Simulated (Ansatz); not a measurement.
**Scanning the volume in random rock-salt alloy of TaC and ZrC**

How does the cell respond to the volume?

Program: Ansatz 0.2.0. Level of theory: Kohn-Sham DFT, LDA, PAW set soft_1, plane waves. Results are calculated unless marked as measured.

### Step 1. The structure

The cell holds 64 atoms: 28 Ta, 32 C and 4 Zr. Its edges and angles: a = 8.973 Å, b = 8.973 Å, c = 8.973 Å, α = 90.0°, β = 90.0°, γ = 90.0°. Rock-salt TaC, 2 x 2 x 2 conventional cells, 4 of 32 Ta sites given to Zr at random (x = 0.125), lattice by Vegard's rule (a = 4.486 A); displaced by a Gaussian of 0.02 A.

### Step 2. Running it

ASE makes the structure inside the script; the seeds are typed, so the same atoms come back each time. The 2×2×2 mesh is chosen so that along the periodic directions points times cell width come to 17.9 Å or more. A smearing of 0.025 eV is typed, narrow for a metal. The PAW files are read from a folder beside the script (Ansatz's set soft_1), and the density starts from superposed atoms. These files were made with PBE and serve the other functionals as an approximation. The atoms are relaxed first, so that the scan starts at or near a minimum at this cell. No cutoff is typed, so the potentials' recommended one is used (420 eV). The cell is scaled with the atoms at fixed fractional positions, and a Birch–Murnaghan curve is fitted.

The input, sweep.py:

```python
import time
import warnings
import numpy as np
from ase.build import bulk
from ase.eos import EquationOfState
from ase.units import GPa
import ansatz as az

warnings.simplefilter("ignore", az.DeckWarning)
u = bulk('TaC', 'rocksalt', a=4.4863, cubic=True)
atoms = u.repeat([2, 2, 2])
rng = np.random.default_rng(159)
sites = rng.permutation([a.index for a in atoms if a.symbol == 'Ta'])
new = ['Zr'] * 4
for k, e in zip(sites, new): atoms[k].symbol = e
atoms.rattle(0.02, seed=159)
atoms.wrap()
print(atoms.get_chemical_formula(), "-", len(atoms), "atoms; cell", atoms.cell.cellpar().round(3))

def setup(atoms):
    return (
        az.Crystal.from_ase(atoms)
        .calculation()
        .functional("lda")
        .pseudopotentials("paw", azcp={"folder": "./paw"}, xc_functional="pbe")
        .kpoints(2, 2, 2)
        .occupations("gaussian", width=0.025)
    )

def gap_of(report):
    e = np.concatenate(report["eigenvalues_ev"]); f = np.concatenate(report["occupations"])
    f = f / f.max()  # a half-filled level counts on both sides, so the gap is then zero
    return e[f > 0.3].max(), e[f < 0.7].min()

def relaxed(atoms):
    steps = []
    calc = setup(atoms).relax(force_tolerance=0.03, max_steps=55).forces()
    keep = lambda event: steps.append(event["data"]) if event["event"] == "relax_step" and event["data"].get("accepted", True) else None
    try:
        az.Session.from_yaml(calc.to_yaml()).plan(threads=4).execute(on_event=keep)
    except az.NonConvergedError as error:
        print("relaxation stopped at the step limit:", str(error).split(". ")[0])
    final = atoms.copy()
    final.set_cell(steps[-1].get("cell_ang", atoms.cell))
    final.positions = steps[-1]["positions_ang"]
    print(f"{len(steps)} steps, energy change {steps[-1]['lagrangian_ev'] - steps[0]['lagrangian_ev']:+.3f} eV, largest force component {steps[-1]['allowed_force_max_ev_ang']:.3f} eV/A", flush=True)
    return final

start = time.time()
start_cell = relaxed(atoms)
start_cell.set_constraint()
print(f"relaxed first, in {time.time() - start:.0f} s")

rows = []
for x in [0.91, 0.94, 0.97, 1, 1.03, 1.06, 1.09]:
    a = start_cell.copy()
    a.set_cell(a.cell[:] * x ** (1 / 3), scale_atoms=True)
    try:
        r = setup(a).forces().stress().band_table().run(threads=4).report
    except az.AnsatzError as error:
        print(x, 'failed:', str(error)[:110])
        continue
    print(x, f"F = {r['free_energy_ev']:.4f} eV after {r['n_iterations']} iterations", flush=True)
    homo, lumo = gap_of(r)
    rows.append((x, r['free_energy_ev'], np.sqrt(np.mean(np.square(r['forces_ev_ang']))), max(lumo - homo, 0), np.trace(r['stress_gpa']) / 3))
low = min(e for _, e, *_ in rows)
print("      V/V0  E - Emin (meV/atom)  rms force (eV/A)  gap (eV)  P (GPa)")
for x, e, f, gap, p in rows:
    print(f"{x:10.3f} {1000 * (e - low) / len(atoms):20.2f} {f:17.3f} {gap:9.3f} {p:8.2f}")
eos = EquationOfState([x * atoms.get_volume() for x, *_ in rows], [e for _, e, *_ in rows], "birchmurnaghan")
v0, e0, b0 = eos.fit()
print(f"fit with the ions carried along unrelaxed: V0 = {v0 / len(atoms):.3f} A^3/atom ({v0 / atoms.get_volume():.3f} of the start), B0 = {b0 / GPa:.1f} GPa")
```

Launch:

```bash
$ python sweep.py
```

The program printed:

```text
C32Ta28Zr4 - 64 atoms; cell [ 8.973  8.973  8.973 90.    90.    90.   ]
8 steps, energy change -1.226 eV, largest force component 0.018 eV/A
relaxed first, in 329 s
0.91 F = -295261.5009 eV after 10 iterations
0.94 F = -295263.9948 eV after 10 iterations
0.97 F = -295264.7945 eV after 10 iterations
1 F = -295264.1473 eV after 10 iterations
1.03 F = -295262.2696 eV after 10 iterations
1.06 F = -295259.3397 eV after 9 iterations
1.09 F = -295255.5158 eV after 9 iterations
      V/V0  E - Emin (meV/atom)  rms force (eV/A)  gap (eV)  P (GPa)
     0.910                51.46             0.117     0.000    25.37
     0.940                12.50             0.073     0.000    11.83
     0.970                 0.00             0.035     0.000     0.28
     1.000                10.11             0.005     0.000    -9.58
     1.030                39.45             0.030     0.000   -17.98
     1.060                85.23             0.057     0.000   -25.14
     1.090               144.98             0.081     0.000   -31.22
fit with the ions carried along unrelaxed: V0 = 10.957 A^3/atom (0.971 of the start), B0 = 343.5 GPa
```

Run time: 11 min. Hardware: 4 threads of Arm Neoverse V2, shared host; peak memory 5.6 GiB; 42 min of CPU time.

### Step 3. Summary of results

```yaml
lowest_point_of_the_scan: 0.97 times the starting volume
energy_range: 145 meV/atom
fitted_volume: 10.957 Å³/atom
fitted_bulk_modulus_ions_unrelaxed: 343.5 GPa
```

What this shows: The lowest of the points computed is at 0.97 times the starting volume; the scan spans 145 meV/atom. With the ions carried along unrelaxed the modulus tends to lie above the relaxed one. Bands overlap or touch in every run, so the cell is a metal at this level and any non-zero gap printed is a spacing between sampled levels. A metal needs a dense mesh, and this one wasn't tested.

[Logs are printed without paths, hosts, clocks, repeated set-up lines and the standing remarks that a program may print on its own settings, such as how far it seeks lower states.]

[Hosts, paths, dates, database ids (printed as entryN), source tags and the programs' standing remarks are cut or masked in the printed files.]

[Scripts of this kind were picked in part by their result: those with far moves, changed bonds, near-zero gaps or large misses at database cells are mostly left out.]
